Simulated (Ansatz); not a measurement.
# Lattice dynamics of SnO (model cell, started as zinc blende), part 2 of 3

Aim: the vibrations of SnO (model cell, started as zinc blende), their spectra, and whether the structure is stable.

Ansatz 0.2.0; DFT LDA, scalar-relativistic, plane waves, PAW.

So far. Step 3 (Tight relaxation): The forces vanish by symmetry and the pressure is -0.007 GPa, within the tolerances set. The cell now holds 18.85 Å³/atom. The relaxed cell has a = 5.323 Å (conventional setting).

The structure was built from a prototype and need not be the compound's stable phase.

## Step 4: Modes at Γ

The zone centre comes first: it holds the modes that light can see, as far as symmetry allows. No field response is asked, since the mesh shows no gap.

input.yaml

```yaml
crystal:
  lattice:
    - [0.0, 2.6614960121, 2.6614960121]
    - [2.6614960121, 0.0, 2.6614960121]
    - [2.6614960121, 2.6614960121, 0.0]
  atoms:
    - { symbol: Sn, position: [0.0, 0.0, 0.0] }
    - { symbol: O, position: [0.25, 0.25, 0.25] }
kpoints:
  mp_grid: { grid: [12, 12, 12] }
hamiltonian:
  xc: lda
scf:
  occupations: { method: methfessel_paxton, width: 0.15 }
output:
  eigenvalues: true
phonons:
  method: dfpt
```

On the command line:

```console
> ansatz run input.yaml --threads 4 --pin off --max-ram 7168MiB --backend cpu --events-out ev --progress --plain --runs-dir out
```

Numbers of over 12 decimals in the logs are rounded to 6 here.

The log of the run:

```text
zone centre: on kpoints.mp_grid the ground state, and the responses unless they are solved on pairs of k-points, stand on 163 of the mesh's 1728 k-points, reduced under 8 symmetry operations, with k and −k counted as one. Each operation leaves every solved displacement unchanged or reverses it
[...]
Crystal: 2 atoms, lattice volume = 37.706 Å³
Basis set: ecut = 420 eV, 725 PW (Γ), exchange–correlation on 54×54×54 points (8 copies of the dense FFT grid, shifted against one another)
Bands: 14, of which v1, the nominal top of the filled ones, is band 10 counted from 1 (9 counted from 0)
Symmetry: 24 space group operations
k-points: 163 of 1728 (irreducible under 8 space group operations, time reversal used)
[...]
SCF iter   1: F=—  HF=-6433.890306 eV  |F-HF|=—  |Δ(HF+E_count)|=         —  Δρ=2.37e-2  dr2=2.35e-1  ethr=1.77e-3  ⟨swp⟩=5.0  Hψ=12409  notcnv=0
[...]
SCF iter  10: F=-6433.843311 eV  HF=-6433.843311 eV  |F-HF|=3.64e-12  |Δ(HF+E_count)|=  6.37e-12  S|Δr|=    0.00e0  Δρ=1.04e-7  dr2=5.04e-12  ethr=1.00e-12  ⟨swp⟩=4.6  Hψ=10085  notcnv=0
[...]
SCF 1 converged in 10 iterations: F = -6433.843311 eV  dr2 = 5.04e-12
[...]
DFPT response loops at Γ: preconditioner auto → Kerker (q_TF=auto, 2.455 Å⁻¹) (partly filled bands, converged f_vac=0.020); β = 1.00, the filter's whole step (`scf.mixing.beta` (0.50) is not read by the response loops under this deck's `scf.mixing.preconditioner`; to damp them name `kerker` or `kerker_dos`, under which they read `scf.mixing.beta`, and type it under 1.00, their step now; both keys bind the ground state too); Broyden in place of MSR1
SCF converged after 10 iterations
[...]
Free energy (F): -6433.843311 eV
[...]
Internal energy: -6433.842799 eV  (E = F + TS)
E sigma→0 (E₀):  -6433.843183 eV
Entropy (-TS):   -0.000512 eV (-0.256 meV/atom)
Fermi energy:    8.968996 eV
[...]
--- Band table (eV; the first three rows and the last of 163) ---
  k-point 0: bands = [... 6 lower, 2.6214, 5.0252, 5.0252, 5.0252, 13.4979, 13.4979, 13.4979, 18.2699]
  k-point 1: bands = [... 6 lower, 2.4352, 4.9912, 4.9912, 5.1947, 13.0497, 13.5380, 13.5380, 18.7494]
  k-point 2: bands = [... 6 lower, 1.9970, 4.9013, 4.9013, 5.5764, 12.1854, 13.6255, 13.6255, 18.7132]
  k-point 162: bands = [... 6 lower, 0.9315, 3.3353, 3.3690, 9.0671, 10.1895, 11.6453, 13.3996, 16.9251]
--- Phonons (Γ-DFPT): 2 representative perturbations + reference, on 163 of 1728 k-points (Σ response iterations 6) ---
  k mesh reduced under 8 symmetry operations, with k and −k counted as one. Each operation leaves every solved displacement unchanged or reverses it
  ASR residual: 8.448e-5 → 0.000e0 eV/Å²; symmetrization residual: 1.982e-6 eV/Å²
  ASR residual per site (eV/Å²): 2.18e-5 8.45e-5
  Γ frequencies (cm⁻¹): 0.00 0.00 0.00 218.05 218.05 218.05
  non-analytic LO–TO correction: not included (Born effective charges unavailable; polar crystals: no LO–TO splitting at Γ)
```

It took 7.5 s on 4 threads of Arm Neoverse V2, shared host; peak memory 0.54 GiB; 28 s of CPU time.

Numbers from this step:

```
sum-rule residual before enforcement                    : 8.45e-5 eV/Å²
point group                                             : -43m
highest optical mode at the zone centre (no LO-TO term) : 218.1 cm⁻¹
lowest optical zone-centre mode                         : 218.1 cm⁻¹
```

Patterns of degenerate modes are one choice out of their space. Modes at Γ, with each element's share of the kinetic energy:

| mode | frequency (cm⁻¹) | symmetry | Sn % | O % |
| --- | --- | --- | --- | --- |
| 1 | 0.0 | acoustic | 88 | 12 |
| 2 | 0.0 | acoustic | 88 | 12 |
| 3 | 0.0 | acoustic | 88 | 12 |
| 4 | 218.1 | T2 | 12 | 88 |
| 5 | 218.1 | T2 | 12 | 88 |
| 6 | 218.1 | T2 | 12 | 88 |

Displacements in mode 5 (218.1 cm⁻¹), the largest set to 1:
```
Sn1  0.00  0.12 -0.13
O2   0.00 -0.91  1.00
```

Before it was imposed, the acoustic sum rule was missed by 8.4e-5 eV/Å². Small misses are needed for a sound result but don't prove that mesh and cutoff are converged. The lowest optical mode is real, 218 cm⁻¹.

## Step 5: Response at finite wavevector

Stability and thermal properties need the whole zone. Linear response on a 4×4×4 q mesh gives force constants as far as a supercell of that size would.

Changes to input.yaml since step 4:

```diff
@@ -18 +18,8 @@
   method: dfpt
+  qmesh: [4, 4, 4]
+  temperatures: { t_max: 1000, t_step: 50 }
+  qpath:
+    path:
+      - [[0.0, 0.0, 0.0], [-0.5, -0.5, 0.0], [-0.375, -0.375, 0.25]]
+      - [[-0.375, 0.0, 0.375], [0.0, 0.0, 0.0], [0.0, 0.0, 0.5], [-0.5, -0.25, 0.25], [-0.5, -0.5, 0.0]]
+    npoints: 10
```

The log of the run:

```text
Warning: phonons: the dynamical matrix that this run interpolates holds no multipole term above the dipole-dipole one, and a site of this crystal is no centre of inversion, so its interpolated transverse optical and acoustic branches and sound speeds can stay off near Gamma, and the density of states and the thermodynamics with them. What a run solves at a wave vector of phonons.qpoints, Gamma apart, where the deck admits one, is free of this, and under fd what a larger phonons.supercell samples
[...]
Crystal: 2 atoms, lattice volume = 37.706 Å³
Basis set: ecut = 420 eV, 725 PW (Γ), exchange–correlation on 54×54×54 points (8 copies of the dense FFT grid, shifted against one another)
Bands: 14, of which v1, the nominal top of the filled ones, is band 10 counted from 1 (9 counted from 0)
Symmetry: 24 space group operations
k-points: 72 of 1728 (time reversal used)
[...]
SCF iter   1: F=—  HF=-6433.890359 eV  |F-HF|=—  |Δ(HF+E_count)|=         —  Δρ=2.38e-2  dr2=2.35e-1  ethr=1.77e-3  ⟨swp⟩=5.0  Hψ=5455  notcnv=0
[...]
SCF iter  10: F=-6433.843311 eV  HF=-6433.843311 eV  |F-HF|=4.55e-12  |Δ(HF+E_count)|=  5.46e-12  S|Δr|=    0.00e0  Δρ=1.03e-7  dr2=4.81e-12  ethr=1.00e-12  ⟨swp⟩=4.6  Hψ=4449  notcnv=0
[...]
SCF 1 converged in 10 iterations: F = -6433.843311 eV  dr2 = 4.81e-12
[...]
SCF iter   1: F=—  HF=-6433.843311 eV  |F-HF|=—  |Δ(HF+E_count)|=         —  Δρ=4.16e-7  dr2=4.03e-11  ethr=1.54e-7  ⟨swp⟩=2.6  Hψ=7893  notcnv=0
eigensolver tolerance schedule: the retry pair's looser diagonalisation over-reported the residual by 764006.62 of it (diagonalisation noise at an unbounded share of the residual, at the tolerance the schedule requests for it); recorded, not acted on — ethr = c·dr2/N_el stays at c = 1.0e-1
[...]
SCF iter   2: F=—  HF=-6433.843311 eV  |F-HF|=—  |Δ(HF+E_count)|=   2.51e-8  S|Δr|=    0.00e0  Δρ=2.35e-7  dr2=1.49e-11  ethr=1.00e-12  ⟨swp⟩=3.4  Hψ=2508  notcnv=0
SCF iter   3: F=-6433.843311 eV  HF=-6433.843311 eV  |F-HF|=1.82e-12  |Δ(HF+E_count)|=  7.28e-12  S|Δr|=    0.00e0  Δρ=1.30e-7  dr2=2.77e-12  ethr=1.00e-12  ⟨swp⟩=3.1  Hψ=3033  notcnv=0
SCF 2 converged in 3 iterations: F = -6433.843311 eV  dr2 = 2.77e-12
phonons: the bands overlap, so this run is a metal and interpolates without the dipole-dipole term. If the crystal is really an insulator or semiconductor, its LO-TO splitting is missing
NSCF: frozen V_eff on 72 k-points
WARN: eigensolver did not converge in 3 slots of this pass, the one above among them; of largest residual over every band (k=17): 1 band(s) unlocked (lowest unlocked band 13, counted from 0; max residual 2.77e-4 eV among the unlocked bands, 2.77e-4 eV over every band); of lowest unlocked band (k=7): band 13
[...]
DFPT response loops at q = (0, 0, 0) (fractional): preconditioner auto → Kerker (q_TF=auto, 2.455 Å⁻¹) (partly filled bands, converged f_vac=0.020); β = 1.00, the filter's whole step (`scf.mixing.beta` (0.50) is not read by the response loops under this deck's `scf.mixing.preconditioner`; to damp them name `kerker` or `kerker_dos`, under which they read `scf.mixing.beta`, and type it under 1.00, their step now; both keys bind the ground state too); Broyden in place of MSR1
[...]
SCF converged after 10 iterations
[...]
Free energy (F): -6433.843311 eV
[...]
Internal energy: -6433.842799 eV  (E = F + TS)
E sigma→0 (E₀):  -6433.843183 eV
Entropy (-TS):   -0.000512 eV (-0.256 meV/atom)
Fermi energy:    8.968996 eV
[...]
--- Band table (eV; the first three rows and the last of 72) ---
  k-point 0: bands = [... 6 lower, 2.6214, 5.0252, 5.0252, 5.0252, 13.4979, 13.4979, 13.4979, 18.2699]
  k-point 1: bands = [... 6 lower, 2.4352, 4.9912, 4.9912, 5.1947, 13.0497, 13.5380, 13.5380, 18.7494]
  k-point 2: bands = [... 6 lower, 1.9970, 4.9013, 4.9013, 5.5764, 12.1854, 13.6255, 13.6255, 18.7132]
  k-point 71: bands = [... 6 lower, 0.9315, 3.3353, 3.3690, 9.0671, 10.1895, 11.6453, 13.3996, 16.9251]
--- Phonons (Γ-DFPT): 2 representative perturbations + reference (Σ response iterations 6) ---
  ASR residual: 8.668e-5 → 0.000e0 eV/Å²; symmetrization residual: 2.148e-6 eV/Å²
  ASR residual per site (eV/Å²): 1.92e-5 8.67e-5
  Γ frequencies (cm⁻¹): 0.00 0.00 0.00 218.05 218.05 218.05
--- Phonons (arbitrary-q DFPT): 8 irreducible q on the 4×4×4 mesh ---
  q = [0.0000, 0.0000, 0.0000] (star 1, of the zone-centre solve; hermiticity 1.74e-6, symmetrization 1.35e-12): -0.00 -0.00 0.00 218.05 218.05 218.05
  q = [0.0000, 0.0000, 0.2500] (star 8, 2 solved perturbations on 936 of 1728 k-point pairs; hermiticity 1.08e-6, symmetrization 4.64e-13): -28.80 -28.80 0.09 159.20 202.03 202.03
[...]
q = [0.0000, 0.2500, 0.2500] (star 6, 4 solved perturbations in 1608 linear systems a pass and spin channel, the states on 510 of 1728 k-point pairs; hermiticity 5.50e-7, symmetrization 2.95e-13): -157.67 -157.67 -156.66 114.72 118.06 118.06
[...]
sum rule: each row above includes the acoustic sum rule's correction from the zone centre's row sums; it moved no ω² by more than (1.21 cm⁻¹)²
  mesh force constants: q→R imaginary residual 7.43e-19; ASR residual 8.668e-5 → 0.000e0 eV/Å²; symmetrization residual 8.882e-16 eV/Å²
  interpolated dispersion: 62 rows × 6 modes
  density of states and harmonic sums: on the 20×20×20 q-mesh, interpolated from the force constants of a 4×4×4 supercell (no non-analytic term)
  largest difference from the sums on the solved wave vectors: F 6.32e-2 eV, S 7.07e-5 and C_V 7.46e-6 eV/K
  zero-point energy: 0.027926 eV/cell   skipped modes (ω ≤ 0): 667, of them read as no rigid motion or as one in doubt: 664 (2.587e0 modes/cell left out, lowest -263.60 cm⁻¹)   left out of the sums: 4.31e-1 of the cell's modes: C_V's classical limit lies that fraction below 3 k_B per atom; for a crystal, a wire or a layer, F and S can be off by more, and a phonons.interpolated_qmesh denser along its periods is the remedy for the sampling
```

Run time: 3.2 min. Hardware: 4 threads; peak memory 2.2 GiB.

This step gave:

```yaml
sum_rule_residual_before_enforcement: 8.67e-5 eV/Å²
lowest_frequency_on_the_path: -263.6 cm⁻¹
highest_frequency_on_the_path_or_at_a_solved_wavevector: 218.4 cm⁻¹
lowest_mode_on_the_q_mesh_acoustic_modes_at_gamma_apart: -258.8 cm⁻¹
```

Frequencies (cm⁻¹) solved at each irreducible wavevector; negative means imaginary. Frequencies by wavevector, by row:

| q in reciprocal lattice units | star | mode 1 | mode 2 | mode 3 | mode 4 | mode 5 | mode 6 |
| --- | --- | --- | --- | --- | --- | --- | --- |
| 0 0 0 | 1 | 0 | 0 | 0 | 218.1 | 218.1 | 218.1 |
| 0 0 0.25 | 8 | -28.8 | -28.8 | 0.1 | 159.2 | 202 | 202 |
| 0 0 -0.5 | 4 | -38.9 | -38.9 | -34.6 | 160.8 | 171.3 | 171.3 |
| 0 0.25 0.25 | 6 | -157.7 | -157.7 | -156.7 | 114.7 | 118.1 | 118.1 |
| 0 0.25 -0.5 | 24 | -221.2 | -162.3 | 72.8 | 114.6 | 142.3 | 161.5 |
| 0 0.25 -0.25 | 12 | -213.9 | -97.5 | -65.1 | 132.6 | 149.5 | 163.9 |
| 0 -0.5 -0.5 | 3 | -258.8 | -239.1 | -239.1 | 106.3 | 106.3 | 145.9 |
| 0.25 -0.5 -0.25 | 6 | -250 | -200.6 | -184.2 | 108.7 | 113.4 | 153.6 |

Interpolated from a 4×4×4 q mesh. The phonon branches at the labelled points (cm⁻¹):

| point | branch 1 | branch 2 | branch 3 | branch 4 | branch 5 | branch 6 |
| --- | --- | --- | --- | --- | --- | --- |
| Γ | 0 | 0 | 0 | 218 | 218 | 218 |
| halfway | -158 | -158 | -157 | 115 | 118 | 118 |
| X | -259 | -239 | -239 | 106 | 106 | 146 |
| halfway | -257 | -226 | -195 | 106 | 107 | 149 |
| U | -254 | -184 | -80 | 111 | 111 | 153 |
| jump to K | -254 | -184 | -80 | 111 | 111 | 153 |
| halfway | -156 | -85 | -34 | 135 | 160 | 185 |
| Γ | 0 | 0 | 0 | 218 | 218 | 218 |
| halfway | -29 | -29 | 0 | 159 | 202 | 202 |
| L | -39 | -39 | -35 | 161 | 171 | 171 |
| halfway | -203 | -96 | 39 | 135 | 142 | 159 |
| W | -250 | -201 | -184 | 109 | 113 | 154 |
| halfway | -264 | -211 | -181 | 107 | 109 | 150 |
| X | -259 | -239 | -239 | 106 | 106 | 146 |

The phonon branches as a text plot (rows in cm⁻¹):

```
    208 |***                      ***********
    188 |   *                   **  *     *  ***
    168 |  *                   **          **  ********
    148 |    **   **************  **         **    **************
    128 |   *  ***         *******                    ***
    108 |    **************                             *********
     88 |
     68 |
     48 |                                          ****
     28 | **                        **   ***      *
      8 |*                          *****   *
    -13 | *                *     *** *  ****
    -33 |  **                   *   *       *******
    -53 |   *               *  * ***               **  *
    -73 |                 *  **                   *  *
    -93 |    **              *****                    *
   -113 |    **          *  *                      *    *
   -133 |                                              *
   -153 |      *        *  *    *                   *   *
   -173 |       *                                    *   * ***
   -193 |       **     * **    *                         **** *
   -213 |        *      *    **                       **     **
   -233 |         ******    *                           *      **
   -254 |           ********                             ********
         Γ           X  U|K            Γ         L        W     X
```

The phonon density of states has structure finer than the step of the table below, so its rows give means over 20 cm⁻¹, whole bins alone (the curve runs from -262 to 218 cm⁻¹). Peaks (cm⁻¹: height): -197.5: 0.0126, 107.5: 0.0555, 152.5: 0.0752.

Tetrahedra on a 20×20×20 mesh, mean over bins of 5 cm-1. Interpolated from a 4×4×4 q mesh. The phonon density of states by wavenumber; means over each step:

wavenumber (cm⁻¹), phonon density of states (1/cm⁻¹/cell) and a bar:
```
     -240     0.0117 ########
     -220     0.0120 #########
     -200     0.0122 #########
     -180     0.0106 ########
     -160     0.0104 #######
     -140     0.0099 #######
     -120     0.0098 #######
     -100     0.0102 #######
      -80     0.0098 #######
      -60     0.0095 #######
      -40     0.0080 #####
      -20     0.0072 #####
        0     0.0056 ####
       20     0.0055 ####
       40     0.0059 ####
       60     0.0056 ####
       80     0.0009 
      100     0.0134 ##########
      120     0.0358 ###########################
      140     0.0398 ##############################
      160     0.0363 ###########################
      180     0.0152 ###########
      200     0.0082 ######
```

[end of part 2 of 3]

[Logs are printed without paths, hosts, clocks, repeated set-up lines and the standing remarks that a program may print on its own settings, such as how far it seeks lower states.]

[Hosts, paths, dates, database ids (printed as entryN), source tags and the programs' standing remarks are cut or masked in the printed files.]
